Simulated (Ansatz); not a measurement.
# Tunnelling from Al(110) to Al(110): the current at the widest gap

Three vacuum gaps between Al(110) and Al(110) are known. What current density flows at 0.25 V across 6.5 Å?

How it was computed: Ansatz 0.2.0, plane waves with PAW datasets, PBEsol; a slab with two metal leads whose outer parts are reservoirs, with density and current solved under bias (Landauer, 300 K). The gap is counted from plane to plane of nuclei, and atoms stay on ideal sites.

Results; the value marked ? is to be predicted:

| gap (Å) | drop between the leads' cuts at 0.25 V (V) | current density at 0.25 V (A/m²) |
| --- | --- | --- |
| 3.5 | 0.173 | 1.18×10¹⁴ |
| 4.5 | 0.221 | 4.20×10¹³ |
| 5.5 | 0.244 | 7.64×10¹² |
| 6.5 | 0.248 | ? |

Worked fit:

Tunnelling falls as exp(−βd). From 3.5 to 4.5 Å, β = ln(1.18×10¹⁴/4.20×10¹³)/1 = 1.04 Å⁻¹, and from 4.5 to 5.5 Å it is 1.70 Å⁻¹; the slope still steepens as the gap leaves contact, so the wider pair is taken. Then 7.64×10¹² × exp(−1.70 × 1). Predicted: 1.39×10¹² A/m².

**The withheld run.**

1.04×10¹² A/m², so the prediction is 33 % too high. The last step has β = 1.99 Å⁻¹, an apparent barrier ħ²β²/8m of 3.8 eV: the decay of this current is still steepening. The conductances at 0 V give β = 1.49 and 1.34 Å⁻¹ for the last two steps; at 6.5 Å that conductance times the bias is 2.8 times the current, an excess of like faces at zero bias that the bias removes, so it is the poorer guide to the barrier.

Caveats: On every other k-point the currents of these runs, at any bias, move by up to 16 %. A semilocal functional lacks the image potential's tail.
